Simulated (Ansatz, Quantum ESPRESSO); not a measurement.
# Pt(100), 5 layers, one monolayer of P on bridge sites: vacuum level and surface dipole, part 3 of 6

Aim: the work function of each face of Pt(100), 5 layers, one monolayer of P on bridge sites, and how it moves with functional, pseudopotentials and boundary condition.

Quantum ESPRESSO 7.5; plane-wave DFT, PBE, GBRV ultrasoft pseudopotentials; geometry and cross-check by Ansatz 0.2.0 with PAW datasets.

So far. Step 4 (Potential by pp.x): The vacuum is flat to 0.1 meV/Å, so its level is well defined. Inside the slab the curve depends on the local part of the pseudopotentials; only the vacuum level has a meaning of its own. Step 5 (Macroscopic average): Where the running mean is not flat inside, average.x's window, rounded to the grid, doesn't match the spacings there.

### 6. Valence density

plot_num = 0 writes the valence density.

Contents of rho.in:

```
&inputpp
  prefix = 'scf'
  outdir = './out'
  filplot = 'rho.dat'
  plot_num = 0
/
```

Launch:

```
OMP_NUM_THREADS=1 mpirun -n 4 pp.x -in rho.in > rho.out
```

Log:

```text
[banner, memory and clock lines left out]
Program POST-PROC v.7.5 starts

          URL

     ./out/scf.save/

     IMPORTANT: XC functional enforced from input :
     Exchange-correlation= PBE
                           (   1   4   3   4   0   0   0)
     Any further DFT definition will be discarded
     Please, verify this is what you really want

     negative rho (up, down):  8.952E-01 0.000E+00

     Adding external electric field

     Computed dipole along edir(3) :
        Dipole                0.0604 Ry au,          0.1536 Debye
        Dipole field          0.0005 Ry au,

        Potential amp.       -0.0532 Ry
        Total length         48.6914 bohr

     Calling punch_plot, plot_num =   0
     Writing data to file  rho.dat
     Message from routine chdens:
     namelist plot not found or invalid, exiting
```

Run time: 0.94 s. Hardware: 4 MPI ranks of Arm Neoverse V2, shared host; peak memory 0.1 GiB; 3.4 s of CPU time.

Numbers from this step:

```
electrons by integration : 85.00 e
```

Mean over planes. Valence density, planar mean against z:

z (Å), valence density, planar mean (e/Å³) and a bar:
```
      4.5       0.00 
      5.0       0.00 
      5.5       0.00 
      6.0       0.00 
      6.5       0.02 
      7.0       0.08 ##
      7.5       0.39 #######
      8.0       1.49 ############################
      8.5       1.58 ##############################
      9.0       0.65 ############
      9.5       0.55 ##########
     10.0       1.55 #############################
     10.5       1.58 ##############################
     11.0       0.59 ###########
     11.5       0.61 ############
     12.0       1.57 ##############################
     12.5       1.54 #############################
     13.0       0.52 ##########
     13.5       0.55 ###########
     14.0       1.57 ##############################
     14.5       1.56 ##############################
     15.0       0.53 ##########
     15.5       0.40 ########
     16.0       1.40 ###########################
     16.5       1.55 #############################
     17.0       0.77 ###############
     17.5       0.38 #######
     18.0       0.34 #######
     18.5       0.33 ######
     19.0       0.23 ####
     19.5       0.07 #
     20.0       0.02 
     20.5       0.00 
     21.0       0.00 
     21.5       0.00 
     22.0       0.00
```

Valence density in the ca plane at fractional y = 0.000, with atoms of Pt and P within 0.2 Å of it. It is the smooth field of the valence electrons, not physical close to the nuclei.

Values in e/Å³, 5 rows by 16 columns, each cell a mean:
```
0.4 0.2 3.2 3.8 0.3 0.2 2.6 4.3 0.7 0.3 0.1 0.0 0.0 0.0 0.0 0.0
0.3 0.3 0.8 0.9 0.3 0.3 0.6 1.2 0.6 0.5 0.1 0.0 0.0 0.0 0.0 0.0
0.3 0.3 0.3 0.4 0.3 0.3 0.3 0.5 0.6 0.7 0.2 0.0 0.0 0.0 0.0 0.0
0.3 0.3 1.6 2.1 0.3 0.2 1.1 2.5 0.7 0.5 0.1 0.0 0.0 0.0 0.0 0.0
0.4 0.2 3.2 3.0 0.3 0.2 3.2 2.6 0.7 0.2 0.0 0.0 0.0 0.0 0.0 0.0
```
Columns run along c (16.0 Å, from fractional 0.35 to 0.94 of the cell), rows up along a (2.8 Å). Atoms in or near the plane, at fractional coordinates: Pt at (0.46, 0.00), Pt at (0.61, 0.00), P at (0.68, 0.50).

The density integrates to 85.000 electrons, as the 85 of the input ask.

### 7. Projected density of states

projwfc.x splits the states by atom and orbital; the spilling says how much the atomic basis misses.

Contents of pdos.in:

```
&projwfc
  prefix = 'scf'
  outdir = './out'
  filpdos = 'pdos'
  Emin = -1.991
  Emax = 10.009
  DeltaE = 0.1
  ngauss = 0
  degauss = 0.01
/
```

Launch:

```
OMP_NUM_THREADS=1 mpirun -n 4 projwfc.x -in pdos.in > pdos.out
```

Log:

```text
[banner, memory and clock lines left out]
Program PROJWFC v.7.5 starts

          URL

     ./out/scf.save/

     IMPORTANT: XC functional enforced from input :
     Exchange-correlation= PBE
                           (   1   4   3   4   0   0   0)
     Any further DFT definition will be discarded
     Please, verify this is what you really want

     negative rho (up, down):  8.952E-01 0.000E+00

     Adding external electric field

     Computed dipole along edir(3) :
        Dipole                0.0604 Ry au,          0.1536 Debye
        Dipole field          0.0005 Ry au,

        Potential amp.       -0.0532 Ry
        Total length         48.6914 bohr

     Gaussian broadening (read from input): ngauss,degauss=   0    0.010000

     Calling projwave ....
     one sub-group per band group will be used

     linear algebra parallelized on   4 procs

  Problem Sizes
  natomwfc =           64
  nx       =           32
  nbnd     =           52
  nkstot   =           52
  npwx     =         1588
  nkb      =          108

     Atomic states used for projection
     (read from pseudopotential files):

     state #   1: atom   1 (Pt ), wfc  1 (l=1 m= 1)
     state #   2: atom   1 (Pt ), wfc  1 (l=1 m= 2)
     state #   3: atom   1 (Pt ), wfc  1 (l=1 m= 3)
     state #   4: atom   1 (Pt ), wfc  2 (l=2 m= 1)
     state #   5: atom   1 (Pt ), wfc  2 (l=2 m= 2)
     state #   6: atom   1 (Pt ), wfc  2 (l=2 m= 3)
     state #   7: atom   1 (Pt ), wfc  2 (l=2 m= 4)
     state #   8: atom   1 (Pt ), wfc  2 (l=2 m= 5)
     state #   9: atom   1 (Pt ), wfc  3 (l=0 m= 1)
     state #  10: atom   1 (Pt ), wfc  4 (l=1 m= 1)
     state #  11: atom   1 (Pt ), wfc  4 (l=1 m= 2)
     state #  12: atom   1 (Pt ), wfc  4 (l=1 m= 3)
     state #  13: atom   2 (Pt ), wfc  1 (l=1 m= 1)
     state #  14: atom   2 (Pt ), wfc  1 (l=1 m= 2)
     state #  15: atom   2 (Pt ), wfc  1 (l=1 m= 3)
     state #  16: atom   2 (Pt ), wfc  2 (l=2 m= 1)
     state #  17: atom   2 (Pt ), wfc  2 (l=2 m= 2)
     state #  18: atom   2 (Pt ), wfc  2 (l=2 m= 3)
     state #  19: atom   2 (Pt ), wfc  2 (l=2 m= 4)
     state #  20: atom   2 (Pt ), wfc  2 (l=2 m= 5)
     state #  21: atom   2 (Pt ), wfc  3 (l=0 m= 1)
     state #  22: atom   2 (Pt ), wfc  4 (l=1 m= 1)
     state #  23: atom   2 (Pt ), wfc  4 (l=1 m= 2)
     state #  24: atom   2 (Pt ), wfc  4 (l=1 m= 3)
     state #  25: atom   3 (Pt ), wfc  1 (l=1 m= 1)
     state #  26: atom   3 (Pt ), wfc  1 (l=1 m= 2)
     state #  27: atom   3 (Pt ), wfc  1 (l=1 m= 3)
     state #  28: atom   3 (Pt ), wfc  2 (l=2 m= 1)
     state #  29: atom   3 (Pt ), wfc  2 (l=2 m= 2)
     state #  30: atom   3 (Pt ), wfc  2 (l=2 m= 3)
     state #  31: atom   3 (Pt ), wfc  2 (l=2 m= 4)
     state #  32: atom   3 (Pt ), wfc  2 (l=2 m= 5)
     state #  33: atom   3 (Pt ), wfc  3 (l=0 m= 1)
     state #  34: atom   3 (Pt ), wfc  4 (l=1 m= 1)
     state #  35: atom   3 (Pt ), wfc  4 (l=1 m= 2)
     state #  36: atom   3 (Pt ), wfc  4 (l=1 m= 3)
     state #  37: atom   4 (Pt ), wfc  1 (l=1 m= 1)
     state #  38: atom   4 (Pt ), wfc  1 (l=1 m= 2)
     state #  39: atom   4 (Pt ), wfc  1 (l=1 m= 3)
     state #  40: atom   4 (Pt ), wfc  2 (l=2 m= 1)
     state #  41: atom   4 (Pt ), wfc  2 (l=2 m= 2)
     state #  42: atom   4 (Pt ), wfc  2 (l=2 m= 3)
     state #  43: atom   4 (Pt ), wfc  2 (l=2 m= 4)
     state #  44: atom   4 (Pt ), wfc  2 (l=2 m= 5)
     state #  45: atom   4 (Pt ), wfc  3 (l=0 m= 1)
     state #  46: atom   4 (Pt ), wfc  4 (l=1 m= 1)
     state #  47: atom   4 (Pt ), wfc  4 (l=1 m= 2)
     state #  48: atom   4 (Pt ), wfc  4 (l=1 m= 3)
     state #  49: atom   5 (Pt ), wfc  1 (l=1 m= 1)
     state #  50: atom   5 (Pt ), wfc  1 (l=1 m= 2)
     state #  51: atom   5 (Pt ), wfc  1 (l=1 m= 3)
     state #  52: atom   5 (Pt ), wfc  2 (l=2 m= 1)
     state #  53: atom   5 (Pt ), wfc  2 (l=2 m= 2)
     state #  54: atom   5 (Pt ), wfc  2 (l=2 m= 3)
     state #  55: atom   5 (Pt ), wfc  2 (l=2 m= 4)
     state #  56: atom   5 (Pt ), wfc  2 (l=2 m= 5)
     state #  57: atom   5 (Pt ), wfc  3 (l=0 m= 1)
     state #  58: atom   5 (Pt ), wfc  4 (l=1 m= 1)
     state #  59: atom   5 (Pt ), wfc  4 (l=1 m= 2)
     state #  60: atom   5 (Pt ), wfc  4 (l=1 m= 3)
     state #  61: atom   6 (P  ), wfc  1 (l=0 m= 1)
     state #  62: atom   6 (P  ), wfc  2 (l=1 m= 1)
     state #  63: atom   6 (P  ), wfc  2 (l=1 m= 2)
     state #  64: atom   6 (P  ), wfc  2 (l=1 m= 3)

[... projections of each state ...]
Lowdin Charges:

     Atom #   1: total charge =  15.9682, s =  0.4482,
     Atom #   1: total charge =  15.9682, p =  6.7860, pz=  2.1804, px=  2.3047, py=  2.3010,
     Atom #   1: total charge =  15.9682, d =  8.7340, dz2=  1.8481, dxz=  1.7444, dyz=  1.7469, dx2-y2=  1.5911, dxy=  1.8036,
     Atom #   2: total charge =  16.0087, s =  0.3536,
     Atom #   2: total charge =  16.0087, p =  7.0278, pz=  2.3631, px=  2.3322, py=  2.3325,
     Atom #   2: total charge =  16.0087, d =  8.6272, dz2=  1.8266, dxz=  1.6434, dyz=  1.6406, dx2-y2=  1.6744, dxy=  1.8421,
     Atom #   3: total charge =  15.9928, s =  0.3502,
     Atom #   3: total charge =  15.9928, p =  6.9963, pz=  2.3351, px=  2.3325, py=  2.3287,
     Atom #   3: total charge =  15.9928, d =  8.6462, dz2=  1.8080, dxz=  1.6727, dyz=  1.6819, dx2-y2=  1.6612, dxy=  1.8225,
     Atom #   4: total charge =  16.0606, s =  0.3643,
     Atom #   4: total charge =  16.0606, p =  6.9955, pz=  2.3308, px=  2.3289, py=  2.3358,
     Atom #   4: total charge =  16.0606, d =  8.7007, dz2=  1.7975, dxz=  1.7294, dyz=  1.7019, dx2-y2=  1.6208, dxy=  1.8512,
     Atom #   5: total charge =  16.3338, s =  0.4514,
     Atom #   5: total charge =  16.3338, p =  7.1591, pz=  2.4211, px=  2.3859, py=  2.3521,
     Atom #   5: total charge =  16.3338, d =  8.7233, dz2=  1.7261, dxz=  1.5839, dyz=  1.8302, dx2-y2=  1.6816, dxy=  1.9015,
     Atom #   6: total charge =   4.5170, s =  1.5239,
     Atom #   6: total charge =   4.5170, p =  2.9930, pz=  1.1215, px=  0.8905, py=  0.9810,
     Atom #   6: total charge =   4.5170, d =  0.0000, dz2=  0.0000, dxz=  0.0000, dyz=  0.0000, dx2-y2=  0.0000, dxy=  0.0000,
     Spilling Parameter:   0.0014
```

It took 2.5 s on 4 MPI ranks; peak memory 0.22 GiB; 10 s of CPU time.

Read from the output:

| Item | Value |
| --- | --- |
| spilling of the projection | 0.0014 |

Projected DOS an atom over height of the atomic layer and energy from the Fermi level. Columns are the atomic layers from the bottom up.

Values in states/eV, 22 rows by 6 columns, each cell a mean:
```
0.32 0.19 0.22 0.29 0.34 0.47
0.32 0.21 0.23 0.29 0.28 0.45
1.07 0.89 0.84 0.83 0.56 0.50
1.76 2.01 1.94 1.33 0.77 0.42
1.89 1.32 1.31 1.67 0.99 0.45
2.21 1.30 0.96 1.59 0.97 0.50
2.34 1.23 1.42 1.59 1.06 0.43
2.03 1.13 1.42 1.60 1.13 0.37
1.93 1.01 1.22 1.43 1.20 0.54
1.99 0.99 0.97 1.54 1.76 0.63
1.55 1.73 1.70 1.48 1.78 0.66
1.66 2.08 2.32 1.81 1.87 0.48
1.17 1.33 1.82 1.69 1.79 0.47
1.22 1.42 1.41 1.64 1.55 0.41
0.92 1.31 1.06 1.21 1.67 0.46
0.78 1.45 1.04 1.24 1.52 0.30
0.88 1.86 1.32 1.11 1.77 0.54
0.62 1.68 1.60 1.03 1.17 0.36
0.30 0.92 1.00 0.73 0.81 0.36
0.18 0.52 0.59 0.45 0.44 0.22
0.11 0.23 0.26 0.21 0.17 0.06
0.07 0.15 0.17 0.12 0.09 0.02
```
Columns: height of the atomic layer (Å) from 8.3 to 18.2 (not evenly spaced); rows upwards: energy from the Fermi level (eV) from -8.00 to 1.40.

The atomic orbitals miss 0.1 % of the occupied states; for empty states the projections can miss much more.

(Part 3 of 6 ends here.)

[Logs are printed without paths, hosts, clocks, repeated set-up lines and the standing remarks that a program may print on its own settings, such as how far it seeks lower states.]

[Hosts, paths, dates, database ids (printed as entryN), source tags and the programs' standing remarks are cut or masked in the printed files.]

[Maps of the electrostatic potential energy from Ansatz leave out the sawtooth potential of an applied field or a dipole correction, so their vacuum need not be flat; planar profiles and work functions include it.]
